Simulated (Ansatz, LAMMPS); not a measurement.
# Gap against volume in amorphous poly(phenylene vinylene) with methane (capped chains of 2 units), from a frame at 250 K, (138 atoms)

Density of this cell: 1.10 g/cm³. The cell holds 138 atoms: 60 C and 78 H. Its edges and angles: a = 10.121 Å, b = 10.489 Å, c = 11.436 Å, α = 91.3°, β = 93.0°, γ = 87.4°. The starting structure: 3 poly(phenylene vinylene) chains of 2 units with methyl end groups, 6 methane placed at random, at 0.92 g/cm³; overlaps pushed apart, then 20 ps at 800 K with MMFF94 bonds, angles, torsions, charges and radii (Halgren, J. Comput. Chem. 17, 490 (1996)) in harmonic and 12-6 forms. Snapshot after 30 ps at 250 K and fixed volume.

Calculated with Ansatz 0.2.0: Kohn-Sham DFT, LDA, PAW (set soft_2), plane waves; cutoff 420 eV, Γ point, gaussian smearing of 0.05 eV. The relaxed cell was scaled evenly and the atoms were relaxed at each volume. The gap is that between the highest filled and the lowest empty Kohn-Sham level on the run's k-points.

| volume (Å³/atom) | gap (eV) |
| --- | --- |
| 7.8968 | 2.013 |
| 8.2478 | 2.065 |
| 8.5110 | 2.093 |
| 8.7743 | 2.115 |
| 9.0375 | ? |
| 9.3007 | 2.155 |

Task: Fit a straight line in ln V to the rows given and interpolate to the withheld row.

Worked fit:

A volume deformation potential makes the spacing linear in u = ln(V/V0), with V0 = 8.7743 Å³ the relaxed volume; v is the spacing.

```
u = ln(V/V0)  v (eV)
   -0.105361  2.0131
  -0.0618758  2.0653
  -0.0304595  2.0933
           0  2.1154
   0.0582683  2.1553
```

With n = 5: mean u = -0.0278857, mean v = 2.08848, Σ(u − ū)² = 0.015365, Σ(u − ū)(v − v̄) = 0.013123. Slope b = 0.013123 / 0.015365 = 0.85412; intercept a = v̄ − b ū = 2.1123.

At the withheld volume u = 0.02956, and v = a + b u.

Prediction at 9.0375: 2.138 eV. The run gave 2.128 eV, so the fit is high by 0.0093 eV (0.44 % of the value).

The slope, +0.85 eV, says that the spacing widens on expansion. Among the rows given, the largest miss of the fit is at 7.8968, by 0.0092 eV (6.5 % of the range of the table).

Limits: The table spans 16 % in volume, wide for a linear law. Local or semilocal functionals tend to put gaps under measured ones. Only the Γ point is sampled. Atoms move by up to 1.3 Å in these relaxations, so the structure changes along the series. Defect or tail levels can set the spacing of a disordered cell.

[Logs are printed without paths, hosts, clocks, repeated set-up lines and the standing remarks that a program may print on its own settings, such as how far it seeks lower states.]

[Hosts, paths, dates, database ids (printed as entryN), source tags and the programs' standing remarks are cut or masked in the printed files.]

[The MMFF94 radii named for the starting cell were scaled by 0.96; in molecules described by MMFF94, hydrogen bound to N, O or S took a small fixed 12-6 site in their place.]
